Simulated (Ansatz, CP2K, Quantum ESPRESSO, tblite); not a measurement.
**CP2K on twisted Ti3C2O2 MXene bilayer, 38.21° (98 atoms): settings against a plane-wave reference**

How near does CP2K come to plane waves for twisted Ti3C2O2 MXene bilayer, 38.21° (98 atoms)?

Method: the method is named at each step, in CP2K 2026.2.

## Step 1: The starting structure

The cell holds 98 atoms: 42 Ti, 28 C and 28 O. Cell: a = 8.043 Å, b = 8.043 Å, c = 28.520 Å, α = 90.0°, β = 90.0°, γ = 120.0°. It derives from Ti3C2O2 (Ti3C2O2 MXene). Ti3C2O2 MXene (a = 3.04 Å) under Ti3C2O2 MXene (a = 3.04 Å), bilayer, commensurate cell of 7 unit cells a layer, twist 38.21 deg; facing planes 2.72 Å apart; 12 Å of vacuum; layers as built, displaced by a Gaussian of 0.01 Å. Then every atom was moved at random, 0.02 Å r.m.s. a Cartesian component. Regions: layer 1, 49 atoms (21 Ti, 14 C and 14 O); layer 2, 49 atoms (21 Ti, 14 C and 14 O). Vacuum lies along c.

The yardstick, on the same geometry:

| Quantity | Value |
| --- | --- |
| method | Kohn-Sham DFT, PBE, PAW, plane waves (Ansatz 0.2.0); cutoff 420 eV, Γ point, fermi-dirac smearing of 0.05 eV; PAW set soft_2 |
| r.m.s. force component | 0.3943 eV/Å |
| longest force | 1.748 eV/Å |
| SCF cycles | 11 |
| time | 40 s on 4 threads of Arm Neoverse V1, shared host |
| CPU time | 2.6 min |

## Step 2: PBE, DZVP-UZH, 800/50 Ry, diagonalisation

Method: Kohn-Sham DFT, PBE, GTH-PBE pseudopotentials, Gaussian and plane waves, DZVP-MOLOPT (UZH set), diagonalisation.

input.inp reads:

```
&GLOBAL
  PROJECT cell
  RUN_TYPE ENERGY_FORCE
  PRINT_LEVEL LOW
&END GLOBAL
&FORCE_EVAL
  METHOD QS
  &DFT
    BASIS_SET_FILE_NAME BASIS_MOLOPT_UZH
    POTENTIAL_FILE_NAME POTENTIAL_UZH
    &MGRID
      CUTOFF 800
      REL_CUTOFF 50
      NGRIDS 5
    &END MGRID
    &QS
      EPS_DEFAULT 1.0E-12
    &END QS
    &SCF
      SCF_GUESS ATOMIC
      EPS_SCF 1.0E-06
      MAX_SCF 200
      ADDED_MOS 63
      &DIAGONALIZATION
        ALGORITHM STANDARD
      &END DIAGONALIZATION
      &SMEAR ON
        METHOD FERMI_DIRAC
        ELECTRONIC_TEMPERATURE [K] 580
      &END SMEAR
      &MIXING
        METHOD BROYDEN_MIXING
        ALPHA 0.15
        NBROYDEN 8
      &END MIXING
      &PRINT
        &RESTART OFF
        &END RESTART
      &END PRINT
    &END SCF
    &XC
      &XC_FUNCTIONAL PBE
      &END XC_FUNCTIONAL
    &END XC
    &PRINT
      &MULLIKEN ON
      &END MULLIKEN
      &HIRSHFELD ON
        SHAPE_FUNCTION DENSITY
      &END HIRSHFELD
      &MO ON
        EIGENVALUES T
        OCCUPATION_NUMBERS T
        MO_INDEX_RANGE 381 404
        &EACH
          QS_SCF 0
        &END EACH
        ADD_LAST NUMERIC
      &END MO
    &END PRINT
  &END DFT
  &SUBSYS
    &CELL
      A 8.04310 0.00000 0.00000
      B -4.02155 6.96553 0.00000
      C 0.00000 0.00000 28.52000
    &END CELL
    &TOPOLOGY
      COORD_FILE_NAME structure.xyz
      COORD_FILE_FORMAT XYZ
    &END TOPOLOGY
    &KIND Ti
      BASIS_SET DZVP-MOLOPT-PBE-GTH-q12
      POTENTIAL GTH-PBE-q12
    &END KIND
    &KIND C
      BASIS_SET DZVP-MOLOPT-PBE-GTH-q4
      POTENTIAL GTH-PBE-q4
    &END KIND
    &KIND O
      BASIS_SET DZVP-MOLOPT-PBE-GTH-q6
      POTENTIAL GTH-PBE-q6
    &END KIND
  &END SUBSYS
  &PRINT
    &FORCES ON
    &END FORCES
  &END PRINT
&END FORCE_EVAL
```

structure.xyz reads:

```xyz
98

Ti -0.01251 0.04242 9.43499
C 0.53495 1.65013 10.76231
C 1.72854 0.33574 8.15786
Ti 1.72098 0.28169 12.01091
Ti 0.57830 1.68510 6.90298
O 4.01262 6.94603 12.91015
O -3.97623 6.95014 5.97979
Ti -0.57516 2.96843 9.43926
C -0.01391 4.63403 10.71126
C 1.16263 3.32520 8.18239
Ti 1.16351 3.33133 12.02318
Ti -0.01009 4.65722 6.86705
O -0.62306 2.99190 12.89617
O -0.56032 2.97449 6.00802
Ti -1.10617 5.95316 9.42586
C 3.43239 0.66451 10.71553
C 0.57657 6.33968 8.22631
Ti 0.60070 6.33090 12.03202
Ti 3.45471 0.70874 6.91553
O -1.15664 5.99056 12.89617
O -1.17562 5.98889 6.00517
Ti 2.27869 1.97793 9.47805
C 2.85574 3.63399 10.68930
C 4.03518 2.32586 8.13761
Ti 4.01620 2.33868 11.94760
Ti 2.86290 3.62925 6.90013
O 2.27230 1.95627 12.90102
O 2.35574 1.96108 5.99433
Ti 1.70401 4.97994 9.47235
C 2.29401 6.65243 10.72238
C 3.47603 5.29513 8.17782
Ti 3.45451 5.31707 12.01262
Ti 2.27580 6.58410 6.90612
O 1.73369 4.94539 12.92213
O 1.68829 4.93111 6.00317
Ti 5.11151 0.97636 9.45352
C 5.76441 2.67017 10.72751
C 6.93239 1.31600 8.16613
Ti 6.88353 1.34713 11.98810
Ti 5.76196 2.65268 6.91496
O 5.16186 1.03919 12.90787
O 5.17984 0.97183 5.99918
Ti 4.59752 3.98122 9.46294
C -2.85490 5.64696 10.71211
C -1.74069 4.29982 8.16100
Ti -1.70566 4.31912 11.99352
Ti -2.87963 5.64870 6.94034
O 4.57990 4.01465 12.87336
O 4.60053 3.96346 5.94813
Ti 0.69706 1.91294 19.09614
C 7.60592 0.58183 20.34389
C -1.03869 2.21922 17.78336
Ti -1.01922 2.22981 21.64982
Ti 7.59132 0.55014 16.55016
O 0.68282 1.91141 22.51397
O 0.70534 1.86725 15.61384
[... 38 atom lines left out ...]
Ti -0.47671 5.17316 21.63955
Ti 0.11349 3.57652 16.52392
O 1.27435 4.86612 22.51939
O 1.28485 4.85950 15.64579
```

Started as:

```bash
$ OMP_NUM_THREADS=2 cp2k.psmp -i input.inp > output.txt
```

Numbers of over 12 decimals in the logs are rounded to 6 here.

The log of the run:

```text
CP2K| version string:                                       CP2K version 2026.2
 CP2K| Input file name                                                 input.inp
 GLOBAL| Basis set file name                                    BASIS_MOLOPT_UZH
 GLOBAL| Potential file name                                       POTENTIAL_UZH
 GLOBAL| Run type                                                   ENERGY_FORCE
 GLOBAL| Total number of message passing processes                             1
 GLOBAL| Number of threads for this process                                    2
 TOTAL NUMBERS AND MAXIMUM NUMBERS
  Total number of            - Atomic kinds:                                   3
                             - Atoms:                                         98
                             - Shell sets:                                    98
                             - Shells:                                       616
                             - Primitive Cartesian functions:                532
                             - Cartesian basis functions:                   2086
                             - Spherical basis functions:                   1820
  Maximum angular momentum of- Orbital basis functions:                        3
                             - Local part of the GTH pseudopotential:          2
                             - Non-local part of the GTH pseudopotential:      3
 SCF PARAMETERS         Density guess:                                    ATOMIC
                        max_scf:                                             200
                        eps_scf:                                        1.00E-06
                        added MOs                                        63    0
                        Mixing method:                            BROYDEN_MIXING
                                                charge density mixing in g-space
                        Smear method:                                FERMI_DIRAC
                        Electronic temperature [K]:                        580.0
                        Electronic temperature [a.u.]:                  1.84E-03
                        Accuracy threshold:                             1.00E-10
 Extrapolation method: initial_guess
 Number of electrons:                                                        784
 Number of occupied orbitals:                                                392
 Number of molecular orbitals:                                               455
 Number of orbital functions:                                               1820
 Number of independent orbital functions:                                   1820
 SCF WAVEFUNCTION OPTIMIZATION
  Step     Update method      Time    Convergence         Total energy    Change
     1 NoMix/Diag. 0.15E+00   18.9     1.07331835     -3071.2588700000 -3.07E+03
     2 Broy./Diag. 0.15E+00   30.6     0.18294592     -3063.7272246678  7.53E+00
     3 Broy./Diag. 0.15E+00   30.4     0.25412712     -3059.2208521598  4.51E+00
     4 Broy./Diag. 0.15E+00   30.7     0.12224011     -3041.4912505984  1.77E+01
[...]
35 Broy./Diag. 0.15E+00   32.5     0.00000126     -3051.0764421896  1.18E-04
    36 Broy./Diag. 0.15E+00   32.4     0.00000057     -3051.0763951316  4.71E-05
  *** SCF run converged in    36 steps ***
  Electronic density on regular grids:       -783.9999999993        0.0000000007
  Core density on regular grids:              783.9999999996       -0.0000000004
  Total charge density on r-space grids:        0.0000000003
  Total charge density g-space grids:           0.0000000003
  Overlap energy of the core charge distribution:               3.16e-12
  Self energy of the core charge distribution:              -6014.750892
  Core Hamiltonian energy:                                   1578.513353
  Hartree energy:                                            1840.451462
  Exchange-correlation energy:                               -455.274287
  Electronic entropic energy:                                  -0.016031
  Fermi energy:                                                 0.182059
  Total energy:                                             -3051.076395
  Total energy (extrapolated to T->0):                      -3051.068379
 MO| EIGENVALUES AND OCCUPATION NUMBERS
 MO|
 MO|  Index      Eigenvalue [a.u.]        Eigenvalue [eV]             Occupation
 MO|    381               0.100975               2.747659               2.000000
 MO|    382               0.101938               2.773886               2.000000
 MO|    383               0.103243               2.809385               2.000000
[...]
MO|    403               0.190043               5.171343               0.025562
 MO|    404               0.190423               5.181660               0.020844
 MO| Sum:                                                             784.000000
 MO| E(Fermi):            0.182059 a.u.          4.954082 eV
 !-----------------------------------------------------------------------------!
                     Mulliken Population Analysis
 #  Atom  Element  Kind  Atomic population                           Net charge
       1     Ti       1         11.748315                              0.251685
       2     C        2          4.233536                             -0.233536
       3     C        2          4.234692                             -0.234692
[...]
97     O        3          6.512813                             -0.512813
      98     O        3          6.492641                             -0.492641
 # Total charge                            784.000000                  0.000000
 !-----------------------------------------------------------------------------!
 !-----------------------------------------------------------------------------!
                           Hirshfeld Charges
  #Atom  Element  Kind  Ref Charge     Population                    Net charge
      1       Ti     1      12.000         11.727                         0.273
      2       C      2       4.000          4.298                        -0.298
      3       C      2       4.000          4.300                        -0.300
[...]
97       O      3       6.000          6.255                        -0.255
     98       O      3       6.000          6.252                        -0.252
  Total Charge                                                           -0.000
 !-----------------------------------------------------------------------------!
 ENERGY| Total FORCE_EVAL ( QS ) energy [hartree]          -3051.076402
 FORCES| Atomic forces [hartree/bohr]
 FORCES|   Atom     x               y               z               |f|
 FORCES|      1  9.11631499E-04 -7.62286425E-03  3.70409080E-03   8.52404951E-03
 FORCES|      2  8.83955439E-03 -1.65948100E-03 -2.60986433E-02   2.76049050E-02
 FORCES|      3  1.99592095E-03 -1.65240304E-03  2.07095432E-02   2.08710162E-02
[...]
FORCES|     97 -7.52022990E-04  4.81753333E-03  8.96680014E-03   1.02067463E-02
 FORCES|     98  1.15183535E-04  4.69927921E-04 -8.64712190E-03   8.66064759E-03
 FORCES| Sum     1.77146188E-04 -9.12622056E-05 -1.60968735E-04
 FORCES| Total atomic force                                       2.56164977E-04
```

Run time: 20 min. Hardware: 2 threads of Arm Neoverse V1, shared host; peak memory 7.1 GiB; 38 min of CPU time.

Banners, paths, timers and routine set-up lines are dropped from the logs unmarked, and long logs keep their key lines alone; longer cuts are marked.

Against the reference:

```
r.m.s. force component                  : 0.405 eV/Å
r.m.s. difference of force components   : 31.27 meV/Å
longest difference of force vectors     : 120.7 meV/Å
force difference over r.m.s. force      : 7.929 %
slope of forces against the reference's : 1.024
correlation of force components         : 0.9973
```

Length of the force difference by element (eV/Å):

| element | atoms | mean | most |
| --- | --- | --- | --- |
| C | 28 | 0.0075 | 0.016 |
| O | 28 | 0.085 | 0.12 |
| Ti | 42 | 0.036 | 0.065 |

Local excerpt of 10 atoms (numbers count through the whole input) about C79, which bears the longest force; x, y, z are measured from there.

| atom | x | y | z | distance (Å) | bonds | Hirshfeld charge (e) | Fx | Fy | Fz (eV/Å) |
| --- | --- | --- | --- | --- | --- | --- | --- | --- | --- |
| C79 | 0.00 | 0.00 | 0.00 | 0.00 | 6 | -0.30 | 0.13 | 0.17 | -1.74 |
| Ti67 | 1.74 | -0.33 | 1.19 | 2.13 | 6 | 0.41 | -0.50 | 0.10 | 0.14 |
| Ti88 | -1.14 | -1.34 | 1.23 | 2.15 | 6 | 0.42 | 0.29 | 0.51 | 0.16 |
| Ti81 | -0.56 | 1.71 | 1.19 | 2.16 | 6 | 0.41 | 0.03 | -0.39 | 0.46 |
| Ti85 | 0.58 | -1.62 | -1.34 | 2.18 | 6 | 0.27 | -0.24 | -0.19 | 0.03 |
| Ti50 | -1.71 | 0.36 | -1.31 | 2.19 | 6 | 0.27 | -0.08 | -0.02 | -0.26 |
| Ti78 | 1.15 | 1.34 | -1.34 | 2.22 | 6 | 0.27 | -0.33 | 0.28 | -0.18 |
| O90 | 0.56 | -1.62 | 2.11 | 2.72 | 3 | -0.26 | 0.33 | -0.41 | 0.60 |
| O55 | -1.73 | 0.36 | 2.11 | 2.75 | 3 | -0.26 | -0.03 | -0.03 | 0.56 |
| O83 | 1.17 | 1.36 | 2.09 | 2.76 | 3 | -0.26 | 0.06 | -0.01 | 0.64 |

Forces lie 7.9 % from the reference's, at 15 times its CPU time (on 2 against 4 cores).

Mean charges by element (e), by run and scheme:

| run | scheme | Ti | C | O |
| --- | --- | --- | --- | --- |
| reference | Löwdin | +1.04 | -0.86 | -0.61 |
| CP2K PBE, DZVP-UZH, 800/50 Ry, diagonalisation | Mulliken | +0.49 | -0.23 | -0.51 |
| CP2K PBE, DZVP-UZH, 800/50 Ry, diagonalisation | Hirshfeld | +0.37 | -0.30 | -0.25 |

The reference's Löwdin charges lack the electrons that the projection spills, 0.027 e an atom on average.

## Step 3: Summary of results

| Item | Value |
| --- | --- |
| force difference from the reference | CP2K PBE, DZVP-UZH, 800/50 Ry, diagonalisation, 7.9 % |
| its CPU time | 38 min |

**Reading.** The PBE run in local orbitals differs by 7.9 % (CP2K PBE, DZVP-UZH, 800/50 Ry, diagonalisation); basis, grid and potentials can all enter. Charges hang on scheme and program or settings: among these rows the mean for Ti runs from +0.37 to +1.04 e. The reference's PBE has no dispersion term, which matters for the binding between molecules or layers. The runs have no spin polarisation, so moments on Ti can't form, and no Hubbard term. The electronic-structure runs sample only Γ, in a cell whose shortest periodic width is 7 Å, which is coarse for a cell with partly filled levels.

[Also dropped from logs without a mark: logging warnings of Python, and SIESTA's first energy breakdown and zero terms.]

[Logs are printed without paths, hosts, clocks, repeated set-up lines and the standing remarks that a program may print on its own settings, such as how far it seeks lower states.]

[Hosts, paths, dates, database ids (printed as entryN), source tags and the programs' standing remarks are cut or masked in the printed files.]
